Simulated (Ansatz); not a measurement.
**V2N(OH)2 MXene monolayer in a perpendicular field**

Aim: how the V2N(OH)2 MXene monolayer screens a field along its normal, and what the field does to its bands. A positive field points along +c.

Calculated with Ansatz 0.2.0; plane-wave DFT, PBE-D3(BJ), Ansatz PAW.

Report form: the programs' logs are mostly left out.

**1. The structure**

The cell holds 7 atoms: 2 H, 2 O, 2 V and 1 N. Cell: a = 2.941 Å, b = 2.941 Å, c = 44.032 Å, α = 90.0°, β = 90.0°, γ = 120.0°. Vacuum lies along c.

**2. Relaxation**

The starting cell is a guess, so the in-plane lattice and the atoms are relaxed first, with the slab cut off from its images along the normal.

File input.yaml:

```yaml
crystal:
  lattice:
    - [2.940652, 0.0, 0.0]
    - [-1.470326, 2.5466793357, 0.0]
    - [0.0, 0.0, 44.0317308659]
  atoms:
    - { symbol: H, position: [0.3333333333, 0.6666666667, 0.4258292743] }
    - { symbol: O, position: [0.3333333333, 0.6666666667, 0.448085951] }
    - { symbol: V, position: [0.6666666667, 0.3333333333, 0.4736484823], spin: 2.0 }
    - { symbol: "N", position: [0.0, 0.0, 0.5] }
    - { symbol: V, position: [0.3333333333, 0.6666666667, 0.5263515177], spin: 2.0 }
    - { symbol: O, position: [0.6666666667, 0.3333333333, 0.551914049] }
    - { symbol: H, position: [0.6666666667, 0.3333333333, 0.5741707257] }
  periodic: [true, true, false]
magnetization:
  spin_polarized: true
kpoints:
  mp_grid: { grid: [12, 12, 1] }
hamiltonian:
  xc: pbe
  dispersion: d3bj
scf:
  occupations: { method: fermi_dirac, width: 0.05 }
  convergence: { dr2_threshold: 1.0e-09 }
relax:
  f_tol: 0.004
  max_steps: 90
  cell: {}
output:
  write_potential: true
  write_density: true
  volumetric_format: npy
```

Command:

```console
> ansatz run input.yaml --threads 2 --pin off --max-ram 3072MiB --backend cpu --events-out ev --progress --plain --runs-dir out
```

It took 3.9 min on 2 threads of Arm Neoverse V2, shared host; peak memory 0.83 GiB.

The steps of the relaxation:

| step | energy less that of the first step (eV) | largest force component (eV/Å) | volume (Å³) |
| --- | --- | --- | --- |
| 1 | 0.0000 | 2.3579 | 329.75 |
| 2 | -0.1942 | 1.5930 | 327.59 |
| 3 | -0.3910 | 2.0023 | 329.33 |
| 4 | -0.5057 | 0.9781 | 337.25 |
| 5 | -0.5699 | 0.1737 | 346.62 |
| 6 | -0.5721 | 0.0564 | 346.69 |
| 7 | -0.5725 | 0.0097 | 346.52 |
| 8 | -0.5724 | 0.0128 | 346.59 |
| 9 | -0.5724 | 0.0003 | 346.56 |
| 10* | -0.5916 | 0.0032 | 346.56 |
| 11 | -0.5910 | 0.0012 | 347.64 |
| 12* | -0.5920 | 0.0010 | 347.64 |

Relaxation steps marked * repeat the geometry before them on a plane-wave basis chosen anew for their cell, so energy and pressure can jump there.

The run keeps the 12 symmetry operations that it works with, so distortions that break them were not tested.

| cell as run | before | after | change |
| --- | --- | --- | --- |
| a (Å) | 2.941 | 3.019 | +2.7 % |
| b (Å) | 2.941 | 3.019 | +2.7 % |

The atoms that moved most (Å, along periodic axes as changes of fractional coordinates times the final cell, across vacuum about the mean position):

| atom | dx | dy | dz | length |
| --- | --- | --- | --- | --- |
| V5 | 0.000 | 0.000 | -0.201 | 0.201 |
| V3 | 0.000 | 0.000 | 0.201 | 0.201 |
| H7 | 0.000 | 0.000 | -0.099 | 0.099 |
| H1 | 0.000 | 0.000 | 0.099 | 0.099 |
| O6 | 0.000 | 0.000 | -0.091 | 0.091 |
| O2 | 0.000 | 0.000 | 0.091 | 0.091 |

This step gave:

| Property | Result |
| --- | --- |
| energy at zero smearing | -7379.9983 eV |

The lattice constant a goes from 2.941 to 3.019 Å.

**3. Atoms held, field 0**

A sawtooth potential applies the field, turning back in the middle of the vacuum. With the dipole correction the typed value is the field outside the slab. The induced dipole is small, so the SCF threshold is tight.

The cell differs from the one that the last finished run ended in (c 44.032 → 24.334 Å).

File input.yaml:

```yaml
crystal:
  lattice:
    - [3.0193867968, 0.0, 0.0]
    - [-1.5096933984, 2.6148656699, 0.0]
    - [0.0, 0.0, 24.333916649]
  atoms:
    - { symbol: H, position: [0.3333333333, 0.6666666667, 0.3698541476] }
    - { symbol: O, position: [0.3333333333, 0.6666666667, 0.4098099734] }
    - { symbol: V, position: [0.6666666667, 0.3333333333, 0.4605656015] }
    - { symbol: "N", position: [0.0, 0.0, 0.5] }
    - { symbol: V, position: [0.3333333333, 0.6666666667, 0.5394343985] }
    - { symbol: O, position: [0.6666666667, 0.3333333333, 0.5901900266] }
    - { symbol: H, position: [0.6666666667, 0.3333333333, 0.6301458524] }
kpoints:
  mp_grid: { grid: [18, 18, 1] }
  band_path:
    path: [[0, 0, 0], [0.5, 0, 0], [0.33333333, 0.33333333, 0], [0, 0, 0]]
    npoints: 16
hamiltonian:
  xc: pbe
  dispersion: d3bj
scf:
  occupations: { method: fermi_dirac, width: 0.02585 }
  convergence: { dr2_threshold: 1.0e-10 }
efield:
  axis: 3
  dipole_correction: true
  ramp_position: 0.97
  ramp_width: 0.06
  amplitude: 0
output:
  dos: { projected: true, e_range: [-6, 5] }
  write_potential: true
  write_density: true
  volumetric_format: npy
  elf: true
```

Elapsed: 22 s, on 2 threads; peak memory 0.55 GiB; 42 s of CPU time.

This step gave:

* energy at zero smearing: -7379.9958 eV
* work function, upper face: 2.136 eV
* dipole along the normal: -5.65e-7 e·Å

Running mean over a fixed 2.6 Å (it still follows the layers) of the planar mean; the ramp of the sawtooth is left out. The electron's electrostatic potential energy less the Fermi level by z:

z (Å), electron's electrostatic potential energy less the Fermi level (eV) and a bar from the least value:
```
        3        2.1 ##############################
        4        2.1 ##############################
        5        2.1 ##############################
        6        2.0 ##############################
        7        1.7 #############################
        8        0.6 ###########################
        9       -1.9 ######################
       10       -6.1 #############
       11      -10.4 ####
       12      -12.5 
       13      -11.3 ##
       14       -7.5 ##########
       15       -3.1 ###################
       16        0.1 ##########################
       17        1.5 #############################
       18        1.9 ##############################
       19        2.1 ##############################
       20        2.1 ##############################
       21        2.1 ##############################
```

The density of states has structure finer than the step of the table below, so its rows give means over 0.25 eV, whole bins alone (the curve runs from -6 to 0.59 eV). Peaks (eV: height): -5.450: 11.7, -5.310: 15.6, -5.150: 10.3, -1.950: 3.26, -0.400: 4.89, 0.230: 7.35.

The density of states by energy, zero at the Fermi level; means over each step:

energy (eV), density of states (states/eV a cell) and a bar:
```
    -5.75        3.2 ###########
    -5.50        5.9 ###################
    -5.25        9.1 ##############################
    -5.00        2.5 ########
    -4.75        1.0 ###
    -4.50        0.7 ##
    -4.25        0.5 ##
    -4.00        0.0 
    -3.75        0.0 
    -3.50        0.0 
    -3.25        0.0 
    -3.00        0.4 #
    -2.75        1.0 ###
    -2.50        1.2 ####
    -2.25        1.4 #####
    -2.00        2.1 #######
    -1.75        1.6 #####
    -1.50        0.9 ###
    -1.25        1.6 #####
    -1.00        1.7 #####
    -0.75        1.5 #####
    -0.50        1.9 ######
    -0.25        2.8 #########
     0.00        3.9 #############
     0.25        4.4 ##############
```

Projected DOS per atom over height of the atomic layer and energy from the Fermi level. Layers: H O V N V O H from below.

Ten even steps from '_' (0.00 states/eV) to '@' (2.84 states/eV), each cell a mean:
```
____::__::____
____**__**____
____==__==____
____--__--____
____::__::____
____::__::____
____..__..____
____..__..____
____--__--____
____::__::____
____..__..____
____..__..____
______________
______________
______________
______________
______________
__..______..__
__::__..__::__
__@@--@@--@@__
__##......##__
__--______--__
```
Columns: height of the atomic layer (Å) from 9 to 15.3 (not evenly spaced); rows upwards: energy from the Fermi level (eV) from -5.96 to 0.52.

Electronic bands along the path, in eV, zero at the Fermi level:

| point | band 20 | band 21 | band 22 | band 23 | band 24 | band 25 | band 26 | band 27 |
| --- | --- | --- | --- | --- | --- | --- | --- | --- |
| Γ | -4.10 | -1.68 | -1.68 | -0.41 | -0.14 | -0.05 | 0.69 | 0.83 |
| halfway | -4.80 | -2.33 | -0.77 | -0.31 | 0.33 | 0.87 | 0.94 | 1.22 |
| M | -5.01 | -3.00 | 0.06 | 0.28 | 0.91 | 0.92 | 1.37 | 1.79 |
| halfway | -5.32 | -2.23 | -0.26 | -0.12 | 0.82 | 0.96 | 1.57 | 1.92 |
| K | -5.33 | -0.97 | -0.97 | -0.67 | 0.86 | 0.86 | 1.62 | 2.45 |
| halfway | -5.18 | -1.94 | -1.30 | 0.14 | 0.60 | 0.65 | 1.04 | 1.28 |
| Γ | -4.10 | -1.68 | -1.68 | -0.41 | -0.14 | -0.05 | 0.69 | 0.83 |

Valence density in the ca plane at fractional y = 0.333, with atoms of V and O and H within 0.2 Å of it. It is the smooth field of the valence electrons, not physical close to the nuclei.

Ten steps, logarithmic in the rise over the least value, from '0' (0 e/Å³) to '9' (15 e/Å³), each cell a mean:
```
00000000000000000000001123454322223443210000
00000000000000000000000125897421125775420000
00000000000000000000000126998521136886531000
00000000000000000000000125787421125765320000
00000000000000000000001122453322223432100000
00000000000000000000011222222333322111000000
00000000000000000000012332122333332100000000
00000000000000000000011222222333322211000000
```
Columns run along c (16.0 Å, from fractional 0.06 to 0.72 of the cell), rows up along a (3.0 Å). Atoms in or near the plane, at fractional coordinates: V at (0.46, 0.67), O at (0.59, 0.67), H at (0.63, 0.67).

Electrostatic potential energy in the ca plane at fractional y = 0.333, with atoms of V and O and H within 0.2 Å of it. With pseudopotentials it is smooth inside the atoms' cores, unlike the true potential.

Ten even steps from '0' (-31 eV) to '9' (4 eV), each cell a mean:
```
99999999986213688888768999999999999999999999
99999999972010279985002358999999999999999999
99999999971121179983000017999999999999999999
99999999983000378886003568999999999999999999
99999999987324788778879999999999999999999999
99999999998888876567999999999999999999999999
99999999999988875457899999999999999999999999
99999999998777887668999999999999999999999999
```
Columns run along c (16.0 Å, from fractional 0.28 to 0.94 of the cell; values clipped at the 3rd and 97th percentile), rows up along a (3.0 Å). Atoms in or near the plane, at fractional coordinates: V at (0.46, 0.67), O at (0.59, 0.67), H at (0.63, 0.67).

ELF in the ca plane at fractional y = 0.333, with atoms of V and O and H within 0.2 Å of it. It is the smooth field of the valence electrons, not physical close to the nuclei.

Values, 5 rows by 16 columns, each cell a mean:
```
0.00 0.00 0.01 0.06 0.18 0.15 0.03 0.04 0.16 0.37 0.33 0.19 0.52 0.71 0.47 0.06
0.00 0.00 0.01 0.06 0.18 0.16 0.03 0.01 0.06 0.63 0.54 0.16 0.59 0.68 0.82 0.08
0.00 0.00 0.01 0.06 0.18 0.15 0.03 0.05 0.17 0.38 0.34 0.19 0.51 0.70 0.48 0.06
0.00 0.00 0.01 0.06 0.19 0.13 0.04 0.19 0.53 0.21 0.40 0.25 0.17 0.21 0.05 0.04
0.00 0.00 0.01 0.06 0.19 0.13 0.04 0.19 0.54 0.20 0.41 0.25 0.15 0.19 0.04 0.04
```
Columns run along c (16.0 Å, from fractional 0.06 to 0.72 of the cell), rows up along a (3.0 Å). Atoms in or near the plane, at fractional coordinates: V at (0.46, 0.67), O at (0.59, 0.67), H at (0.63, 0.67).

The work function of the upper face is 2.14 eV.

**4. Atoms held, field 0.1 V/Å**

Edit input.yaml of step 3 so:

```diff
@@ -29,5 +29,4 @@
   ramp_width: 0.06
-  amplitude: 0
+  amplitude: 0.1
 output:
-  dos: { projected: true, e_range: [-6, 5] }
   write_potential: true
@@ -35,2 +34 @@
   volumetric_format: npy
-  elf: true
```

The job ended after 37 s (2 threads; peak memory 0.53 GiB).

The dipole is 0.0572 e·Å.

**5. Atoms held, field -0.1 V/Å**

Edit input.yaml of step 4 so:

```diff
@@ -29,3 +29,3 @@
   ramp_width: 0.06
-  amplitude: 0.1
+  amplitude: -0.1
 output:
```

Elapsed: 38 s, on 2 threads; peak memory 0.54 GiB.

The dipole is -0.0572 e·Å.

**6. Response, atoms held**

This step: plane-wave DFT, PBE-D3(BJ), Ansatz PAW; response to a field along the normal, atoms held (Ansatz 0.2.0).

The dipoles give the slope, and the difference of two potentials shows where the field is screened.

This step gave:

```
equivalent conductor thickness p/(ε₀AE) : 13.10 Å
distance between the outer atoms        : 6.334 Å
```

The dipole of the cell by applied field:

| applied field (V/Å) | dipole of the cell (e·Å) |
| --- | --- |
| -0.1000 | -0.0572 |
| 0.0000 | -5.7e-7 |
| 0.1000 | 0.0572 |

Local field over the applied field, running mean. From the potentials at -0.1 and 0.1 V/Å; running mean over 2.5 Å. The local field over applied field by z:

| z (Å) | local field over applied field |
| --- | --- |
| 4.5 | 0.903 |
| 5.0 | 0.842 |
| 5.5 | 0.752 |
| 6.0 | 0.625 |
| 6.5 | 0.461 |
| 7.0 | 0.269 |
| 7.5 | 0.0750 |
| 8.0 | -0.0777 |
| 8.5 | -0.171 |
| 9.0 | -0.206 |
| 9.5 | -0.195 |
| 10.0 | -0.157 |
| 10.5 | -0.110 |
| 11.0 | -0.0724 |
| 11.5 | -0.0463 |
| 12.0 | -0.0347 |
| 12.5 | -0.0377 |
| 13.0 | -0.0521 |
| 13.5 | -0.0847 |
| 14.0 | -0.124 |
| 14.5 | -0.172 |
| 15.0 | -0.202 |
| 15.5 | -0.202 |
| 16.0 | -0.145 |
| 16.5 | -0.0342 |
| 17.0 | 0.137 |
| 17.5 | 0.334 |
| 18.0 | 0.519 |
| 18.5 | 0.671 |
| 19.0 | 0.785 |
| 19.5 | 0.865 |
| 20.0 | 0.918 |

The induced electron density oscillates, so the rows of the table below give means over windows of 0.5 Å about each position, cut where the curve ends. Its maxima inside the range that stand out by 2 % of the span (Å: e/Å³ per V/Å): 7.30: 0.00266, 9.60: 2.2e-4, 10.41: 8.0e-4, 13.11: 0.00126, 14.33: 0.00174, 15.28: 0.00151. Its minima: 9.06: -0.00151, 10.00: -0.00174, 11.22: -0.00126, 13.92: -8.0e-4, 14.74: -2.2e-4, 17.03: -0.00266.

Electrons, planar mean, per unit field. Induced electron density against z; means over each step:

z (Å), induced electron density (e/Å³ per V/Å) and a bar from the least value:
```
      4.5    0.00044 ##################
      5.0    0.00070 ###################
      5.5    0.00109 #####################
      6.0    0.00159 ########################
      6.5    0.00214 ###########################
      7.0    0.00255 ##############################
      7.5    0.00261 ##############################
      8.0    0.00212 ###########################
      8.5    0.00059 ##################
      9.0   -0.00120 ########
      9.5   -0.00035 #############
     10.0   -0.00093 ##########
     10.5    0.00051 ##################
     11.0   -0.00075 ###########
     11.5   -0.00070 ###########
     12.0   -0.00018 ##############
     12.5    0.00033 #################
     13.0    0.00094 ####################
     13.5    0.00023 ################
     14.0   -0.00016 ##############
     14.5    0.00069 ###################
     15.0    0.00081 ####################
     15.5    0.00080 ####################
     16.0   -0.00123 ########
     16.5   -0.00237 ##
     17.0   -0.00264 
     17.5   -0.00244 #
     18.0   -0.00197 ####
     18.5   -0.00141 #######
     19.0   -0.00094 ##########
     19.5   -0.00061 ############
     20.0   -0.00038 #############
```

By hand: between -0.1 and 0.1 V/Å the dipole changes by 0.1143 e·Å, a slope of 0.5717 e·Å²/V. A perfect conductor of thickness t has p = ε₀AEt, so t = 180.95 × 0.5717 / 7.895 = 13.10 Å (e/ε₀ = 180.95 V·Å, A in Å²).

The induced dipole is that of a conductor 13.10 Å thick.

**7. Summary of results**

```json
{
 "gap without field": "none",
 "work function, upper face": "2.14 eV",
 "equivalent conductor thickness, atoms held": "13.1 Å"
}
```

What this shows: The induced dipole equals that of a perfect conductor 13.10 Å thick, while the outer atoms lie 6.33 Å apart. There is no gap over 0.03 eV, with or without the field. The first relaxation ran with spin and lost its moment, and the later runs have none; other magnetic states were not tried. The MXene's terminations sit over the metal atoms of its far layer; the site over carbon or nitrogen, which some compounds prefer, was not run.

[Logs are printed without paths, hosts, clocks, repeated set-up lines and the standing remarks that a program may print on its own settings, such as how far it seeks lower states.]

[Hosts, paths, dates, database ids (printed as entryN), source tags and the programs' standing remarks are cut or masked in the printed files.]

[Maps of the electrostatic potential energy from Ansatz leave out the sawtooth potential of an applied field or a dipole correction, so their vacuum need not be flat; planar profiles and work functions include it.]

[The density of states shown here was stored with 400 of the rows of the run's finer table, so its peaks can read low, often by over a quarter, or be missed, and its means over a window can be off by a tenth or more.]
